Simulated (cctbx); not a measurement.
# Tl2SiC2 with cctbx, script by script

Library: cctbx 2025.11. The data are simulated by the first script.

## 1. Simulate the data

run.py:

```python
from cctbx import adptbx, crystal, miller, sgtbx, xray
from cctbx.array_family import flex
from iotbx.shelx import hklf
from scitbx import matrix
import scitbx.random

cs = crystal.symmetry(unit_cell=(6.702, 8.079, 6.705, 90, 90.71, 90), space_group_symbol='Hall: -P 2ybc')  # P2_1/c
atoms = [  # label, site, U (iso, or U11 U22 U33 U12 U13 U23 in A^2), occupancy
    ("Tl1", (0.9427, 0.6594, 0.2185), (0.0079, 0.0037, 0.0044, 0.0008, 0.0017, -0.0002), 1),
    ("Tl2", (0.6784, 0.9062, 0.3988), (0.0065, 0.0033, 0.0054, 0.0014, -0.0004, 0.0001), 1),
    ("Si1", (0.3417, 0.8529, 0.0838), (0.0086, 0.0096, 0.0107, -0.0007, 0.0028, 0.0010), 1),
    ("C1", (0.7021, 0.8783, 0.0527), (0.0080, 0.0104, 0.0095, 0.0009, 0.0023, 0.0033), 1),
    ("C2", (0.7701, 0.3499, 0.0988), (0.0070, 0.0062, 0.0241, 0.0010, 0.0001, 0.0009), 1),
]
xs = xray.structure(crystal_symmetry=cs)
for label, site, u, occ in atoms:
    u = adptbx.u_cif_as_u_star(cs.unit_cell(), u) if isinstance(u, tuple) else u
    xs.add_scatterer(xray.scatterer(label, site=site, u=u, occupancy=occ))
xs.set_inelastic_form_factors(0.71073, "sasaki")
xs.show_summary()
p1 = xs.expand_to_p1()
ms = miller.build_set(p1, anomalous_flag=True, d_min=0.65)
flex.set_random_seed(259817)
scitbx.random.set_random_seed(259817)
ms = ms.select(flex.random_double(ms.size()) < 0.95)
i = ms.structure_factors_from_scatterers(p1, algorithm="direct").f_calc().as_intensity_array().data()
i = i * 20000 / flex.max(i)
sig = flex.sqrt(i + flex.pow2(0.04 * i) + 2 ** 2)
noise = scitbx.random.variate(scitbx.random.normal_distribution())(i.size())
data = ms.array(data=i + sig * noise, sigmas=sig).set_observation_type_xray_intensity()
with open("data.hkl", "w") as f:
    data.export_as_shelx_hklf(f)
print("reflections written:", data.size(), " <I/sigma> = %.1f" % flex.mean(data.data() / data.sigmas()))
for h, a, b in list(data.sort("data"))[:12]:
    print("%4d%4d%4d %9.1f %7.1f" % (h + (a, b)))
```

```console
$ python run.py
```

```text
Number of scatterers: 5
At special positions: 0
Unit cell: (6.702, 8.079, 6.705, 90, 90.71, 90)
Space group: P 1 21/c 1 (No. 14)
reflections written: 5243  <I/sigma> = 13.5
   2   0  -2   21473.0   812.4
  -2   0   2   19908.5   812.4
   1  -2  -1   19482.7   747.9
   1   2  -1   18227.6   747.9
  -1  -2   1   17714.1   747.9
  -1   2   1   17712.2   747.9
   1   0   2   16720.9   684.5
  -1   0  -2   16698.3   684.5
   0  -2   3   14412.8   569.9
   0  -2  -3   14320.7   569.9
   0   2   3   13762.9   569.9
   0   2  -3   13575.9   569.9
```

Run time: 0.44 s on 1 thread of Arm Neoverse N1 (shared host), peak memory 0.07 GiB.

## 2. Refinement (right model, isotropic)

run.py:

```python
import math
from cctbx import adptbx, crystal, maptbx, sgtbx, xray
from cctbx.array_family import flex
from cctbx.xray import observations
from iotbx.shelx import hklf
from scitbx.lstbx import normal_eqns_solving
from smtbx import absolute_structure, utils
from smtbx.refinement import constraints, least_squares

cs = crystal.symmetry(unit_cell=(6.702, 8.079, 6.705, 90, 90.71, 90), space_group_symbol='Hall: -P 2ybc')  # P2_1/c
atoms = [  # label, site, U (iso, or U11 U22 U33 U12 U13 U23 in A^2), occupancy
    ("Tl1", (0.9462, 0.6565, 0.2175), 0.0200, 1),
    ("Tl2", (0.677, 0.9139, 0.4024), 0.0200, 1),
    ("Si1", (0.3437, 0.8561, 0.0796), 0.0200, 1),
    ("C1", (0.6968, 0.8659, 0.0493), 0.0200, 1),
    ("C2", (0.7625, 0.3498, 0.0981), 0.0200, 1),
]
xs = xray.structure(crystal_symmetry=cs)
for label, site, u, occ in atoms:
    u = adptbx.u_cif_as_u_star(cs.unit_cell(), u) if isinstance(u, tuple) else u
    xs.add_scatterer(xray.scatterer(label, site=site, u=u, occupancy=occ))
xs.set_inelastic_form_factors(0.71073, "sasaki")
raw = hklf.reader(file_name="data.hkl").as_miller_arrays(crystal_symmetry=cs, anomalous=True)[0]
merged = raw.eliminate_sys_absent().merge_equivalents()
fo2 = merged.array().set_observation_type_xray_intensity()
print("Rint %.3f, %d unique reflections to %.2f A" % (merged.r_int(), fo2.size(), fo2.d_min()))
for sc in xs.scatterers():
    sc.flags.set_grad_site(True)
    sc.flags.set_grad_u_aniso(sc.flags.use_u_aniso())
    sc.flags.set_grad_u_iso(sc.flags.use_u_iso())
obs = fo2.as_xray_observations()
extra = {}
rep = constraints.reparametrisation(xs, [], utils.connectivity_table(xs), **extra)
ls = least_squares.crystallographic_ls(obs, rep, weighting_scheme=least_squares.mainstream_shelx_weighting(a=0, b=0))
print("cycle     R1     wR2    GooF  max shift (A)")
for cycle in range(8):
    ls.build_up()
    r1, wr2, goof = ls.r1_factor(cutoff_factor=2)[0], ls.wR2(), ls.goof()
    old = xs.sites_cart()
    normal_eqns_solving.levenberg_marquardt_iterations(ls, n_max_iterations=3, tau=1e-06, step_threshold=1e-7)
    big = flex.max((xs.sites_cart() - old).norms())
    print("%4d %7.4f %7.4f %7.3f %9.5f" % (cycle + 1, r1, wr2, goof, big))
    ls.build_up(objective_only=True)
    if abs(ls.wR2() - wr2) < 5e-5 and big < 5e-4:
        break
ls.build_up()
print("final R1 %.4f wR2 %.4f GooF %.3f  parameters %d  data/parameter %.1f" % (ls.r1_factor(cutoff_factor=2)[0], ls.wR2(), ls.goof(), ls.n_parameters, fo2.size() / ls.n_parameters))
cov = ls.covariance_matrix_and_annotations()
su = dict(zip(cov.annotations, (math.sqrt(max(v, 0)) for v in cov.matrix.matrix_packed_u_diagonal())))
a2 = cs.unit_cell().reciprocal_parameters()[0] ** -2
print("atom        x        y        z      Ueq    occ   su(xyz)  su(Uiso or U11)")
for sc in xs.scatterers():
    s = max(su.get(sc.label + k, 0) for k in (".x", ".y", ".z"))
    npd = "" if sc.is_positive_definite_u(cs.unit_cell()) else "  NPD"
    print("%-5s %8.5f %8.5f %8.5f %8.4f %6.3f %8.5f %7.4f%s" % ((sc.label,) + sc.site + (sc.u_iso_or_equiv(cs.unit_cell()), sc.occupancy, s, su.get(sc.label + ".uiso", su.get(sc.label + ".u11", 0) * a2), npd)))
fo = fo2.f_sq_as_f()
fc = fo.structure_factors_from_scatterers(xs, algorithm="direct").f_calc()
diff = fo.f_obs_minus_f_calc(1 / math.sqrt(ls.scale_factor()), fc).average_bijvoet_mates()
m = diff.fft_map(symmetry_flags=maptbx.use_space_group_symmetry, resolution_factor=0.25).apply_volume_scaling()
print("difference map: max %.2f min %.2f rms %.2f" % (m.statistics().max(), m.statistics().min(), m.statistics().sigma()))
peaks = m.peak_search(parameters=maptbx.peak_search_parameters(min_distance_sym_equiv=0.6, max_clusters=6)).all()
near = xs.closest_distances(peaks.sites(), distance_cutoff=4)
sps = cs.special_position_settings(min_distance_sym_equiv=0.5)
for k, (x, h) in enumerate(zip(peaks.sites(), peaks.heights())):
    ss = sps.site_symmetry(x)
    print("Q%-3d %7.4f %7.4f %7.4f %4d %7.2f  %.2f A from %s" % ((k + 1,) + tuple(t % 1 for t in ss.exact_site()) + (ss.multiplicity(), h, near.smallest_distances[k], xs.scatterers()[near.i_seqs[k]].label)))
```

```console
$ python run.py
```

```text
Rint 0.033, 1381 unique reflections to 0.65 A
cycle     R1     wR2    GooF  max shift (A)
   1  0.2650  0.5888  16.615   0.10642
   2  0.0340  0.0926   2.614   0.00911
   3  0.0341  0.0926   2.612   0.00001
final R1 0.0341 wR2 0.0926 GooF 2.612  parameters 20  data/parameter 69.0
atom        x        y        z      Ueq    occ   su(xyz)  su(Uiso or U11)
Tl1    0.94275  0.65938  0.21849   0.0055  1.000  0.00005  0.0001
Tl2    0.67844  0.90625  0.39879   0.0053  1.000  0.00005  0.0001
Si1    0.34194  0.85376  0.08414   0.0098  1.000  0.00045  0.0005
C1     0.70407  0.87827  0.05330   0.0093  1.000  0.00152  0.0015
C2     0.77002  0.34877  0.10022   0.0104  1.000  0.00159  0.0016
difference map: max 12.28 min -9.34 rms 0.83
Q1    0.1104  0.1536  0.3016    4   13.07  0.38 A from Tl1
Q2    0.0027  0.1674  0.2612    4   12.35  0.39 A from Tl1
Q3    0.3723  0.1110  0.5850    4    8.71  0.38 A from Tl2
Q4    0.2691  0.0763  0.6102    4    7.53  0.38 A from Tl2
Q5    0.3491  0.5161  0.0988    4    2.56  0.91 A from Tl2
Q6    0.2574  0.1882  0.5701    4    2.38  0.90 A from Tl2
```

Time: 0.84 s.

## 3. Refinement (right model, anisotropic)

run.py, as its changes from the last script of this kind:

```diff
@@ -12,5 +12,5 @@
-    ("Tl1", (0.9462, 0.6565, 0.2175), 0.0200, 1),
-    ("Tl2", (0.677, 0.9139, 0.4024), 0.0200, 1),
-    ("Si1", (0.3437, 0.8561, 0.0796), 0.0200, 1),
-    ("C1", (0.6968, 0.8659, 0.0493), 0.0200, 1),
-    ("C2", (0.7625, 0.3498, 0.0981), 0.0200, 1),
+    ("Tl1", (0.94275, 0.65938, 0.21849), 0.0055, 1),
+    ("Tl2", (0.67844, 0.90625, 0.39879), 0.0053, 1),
+    ("Si1", (0.34194, 0.85376, 0.08414), 0.0098, 1),
+    ("C1", (0.70407, 0.87827, 0.0533), 0.0093, 1),
+    ("C2", (0.77002, 0.34877, 0.10022), 0.0104, 1),
@@ -22,0 +23 @@
+xs.convert_to_anisotropic()
```

```console
$ python run.py
```

```text
Rint 0.033, 1381 unique reflections to 0.65 A
cycle     R1     wR2    GooF  max shift (A)
   1  0.0341  0.0926   2.637   0.01302
   2  0.0132  0.0339   0.966   0.00022
final R1 0.0132 wR2 0.0339 GooF 0.966  parameters 45  data/parameter 30.7
atom        x        y        z      Ueq    occ   su(xyz)  su(Uiso or U11)
Tl1    0.94271  0.65938  0.21848   0.0054  1.000  0.00002  0.0001
Tl2    0.67841  0.90622  0.39879   0.0051  1.000  0.00002  0.0001
Si1    0.34180  0.85316  0.08380   0.0098  1.000  0.00017  0.0004
C1     0.70336  0.87797  0.05255   0.0100  1.000  0.00060  0.0014
C2     0.76980  0.34965  0.09857   0.0124  1.000  0.00071  0.0014
difference map: max 1.34 min -1.37 rms 0.34
Q1    0.1382  0.5375  0.8930    4    1.36  1.10 A from C2
Q2    0.0662  0.6501  0.9265    4    1.22  1.11 A from C2
Q3    0.0778  0.0671  0.3920    4    1.21  1.06 A from Tl1
Q4    0.3292  0.7252  0.6445    4    1.16  0.76 A from Si1
Q5    0.3704  0.1303  0.5551    4    1.14  0.54 A from Tl2
Q6    0.4912  0.0278  0.1907    4    1.14  1.87 A from Si1
```

Time: 0.83 s.

## 4. Refinement

run.py, as its changes from the last script of this kind:

```diff
@@ -15,2 +15 @@
-    ("C1", (0.70407, 0.87827, 0.0533), 0.0093, 1),
-    ("C2", (0.77002, 0.34877, 0.10022), 0.0104, 1),
+    ("C1", (0.77002, 0.34877, 0.10022), 0.0104, 1),
@@ -37 +36 @@
-for cycle in range(8):
+for cycle in range(12):
```

```console
$ python run.py
```

```text
Rint 0.033, 1381 unique reflections to 0.65 A
cycle     R1     wR2    GooF  max shift (A)
   1  0.0430  0.1142   3.241   0.02496
   2  0.0272  0.0742   2.107   0.00068
   3  0.0272  0.0742   2.107   0.00002
final R1 0.0272 wR2 0.0742 GooF 2.107  parameters 36  data/parameter 38.4
atom        x        y        z      Ueq    occ   su(xyz)  su(Uiso or U11)
Tl1    0.94272  0.65936  0.21848   0.0052  1.000  0.00004  0.0001
Tl2    0.67842  0.90624  0.39880   0.0050  1.000  0.00004  0.0001
Si1    0.34215  0.85312  0.08346   0.0100  1.000  0.00038  0.0009
C1     0.76941  0.35032  0.09694   0.0127  1.000  0.00160  0.0029
difference map: max 18.37 min -1.51 rms 0.68
Q1    0.2964  0.1218  0.9468    4   19.17  2.34 A from Tl2
Q2    0.3292  0.1067  0.5952    4    1.88  0.12 A from Tl2
Q3    0.0633  0.1680  0.2841    4    1.60  0.08 A from Tl1
Q4    0.3986  0.1973  0.9649    4    1.47  1.82 A from Si1
Q5    0.0563  0.0623  0.9069    4    1.41  2.32 A from Tl1
Q6    0.2106  0.0421  0.8818    4    1.40  2.07 A from Tl2
```

Time: 1.2 s.

This run holds a fault made on purpose: atom left out: C1.

## 5. Refinement

run.py, as its changes from the last script of this kind:

```diff
@@ -15 +15,2 @@
-    ("C1", (0.77002, 0.34877, 0.10022), 0.0104, 1),
+    ("C1", (0.70407, 0.87827, 0.0533), 0.0093, 1),
+    ("C2", (0.77002, 0.34877, 0.10022), 0.0104, 1),
@@ -21 +22 @@
-xs.set_inelastic_form_factors(0.71073, "sasaki")
+xs.set_inelastic_form_factors(1.54184, "sasaki")
```

```console
$ python run.py
```

```text
Rint 0.033, 1381 unique reflections to 0.65 A
cycle     R1     wR2    GooF  max shift (A)
   1  0.0362  0.0954   2.718   0.01234
   2  0.0134  0.0344   0.979   0.00019
final R1 0.0134 wR2 0.0344 GooF 0.979  parameters 45  data/parameter 30.7
atom        x        y        z      Ueq    occ   su(xyz)  su(Uiso or U11)
Tl1    0.94271  0.65937  0.21848   0.0048  1.000  0.00002  0.0001
Tl2    0.67840  0.90621  0.39880   0.0045  1.000  0.00002  0.0001
Si1    0.34176  0.85322  0.08381   0.0123  1.000  0.00018  0.0004
C1     0.70331  0.87791  0.05247   0.0114  1.000  0.00060  0.0014
C2     0.76980  0.34966  0.09870   0.0138  1.000  0.00072  0.0014
difference map: max 1.33 min -1.29 rms 0.33
Q1    0.1391  0.5378  0.8932    4    1.35  1.10 A from C2
Q2    0.0655  0.6516  0.9203    4    1.22  1.11 A from C2
Q3    0.0776  0.0666  0.3947    4    1.16  1.07 A from Tl1
Q4    0.4912  0.0282  0.1907    4    1.13  1.87 A from Si1
Q5    0.3279  0.7295  0.6496    4    1.11  0.81 A from Si1
Q6    0.4768  0.9950  0.5945    4    1.09  1.31 A from Tl2
```

Time: 1.1 s.

This run holds a fault made on purpose: dispersion terms of the wrong wavelength.

## 6. Refinement

run.py, as its changes from the last script of this kind:

```diff
@@ -15,2 +15 @@
-    ("C1", (0.70407, 0.87827, 0.0533), 0.0093, 1),
-    ("C2", (0.77002, 0.34877, 0.10022), 0.0104, 1),
+    ("C1", (0.77002, 0.34877, 0.10022), 0.0104, 1),
@@ -22 +21 @@
-xs.set_inelastic_form_factors(1.54184, "sasaki")
+xs.set_inelastic_form_factors(0.71073, "sasaki")
```

```console
$ python run.py
```

```text
Rint 0.033, 1381 unique reflections to 0.65 A
cycle     R1     wR2    GooF  max shift (A)
   1  0.0430  0.1142   3.241   0.02496
   2  0.0272  0.0742   2.107   0.00068
   3  0.0272  0.0742   2.107   0.00002
final R1 0.0272 wR2 0.0742 GooF 2.107  parameters 36  data/parameter 38.4
atom        x        y        z      Ueq    occ   su(xyz)  su(Uiso or U11)
Tl1    0.94272  0.65936  0.21848   0.0052  1.000  0.00004  0.0001
Tl2    0.67842  0.90624  0.39880   0.0050  1.000  0.00004  0.0001
Si1    0.34215  0.85312  0.08346   0.0100  1.000  0.00038  0.0009
C1     0.76941  0.35032  0.09694   0.0127  1.000  0.00160  0.0029
difference map: max 18.37 min -1.51 rms 0.68
Q1    0.2964  0.1218  0.9468    4   19.17  2.34 A from Tl2
Q2    0.3292  0.1067  0.5952    4    1.88  0.12 A from Tl2
Q3    0.0633  0.1680  0.2841    4    1.60  0.08 A from Tl1
Q4    0.3986  0.1973  0.9649    4    1.47  1.82 A from Si1
Q5    0.0563  0.0623  0.9069    4    1.41  2.32 A from Tl1
Q6    0.2106  0.0421  0.8818    4    1.40  2.07 A from Tl2
```

It took 1.1 s on 1 thread of Arm Neoverse N1 (shared host), peak memory 0.09 GiB.

This run holds a fault made on purpose: atom left out: C1.

[Logs are printed without paths, hosts, clocks, repeated set-up lines and the standing remarks that a program may print on its own settings, such as how far it seeks lower states.]
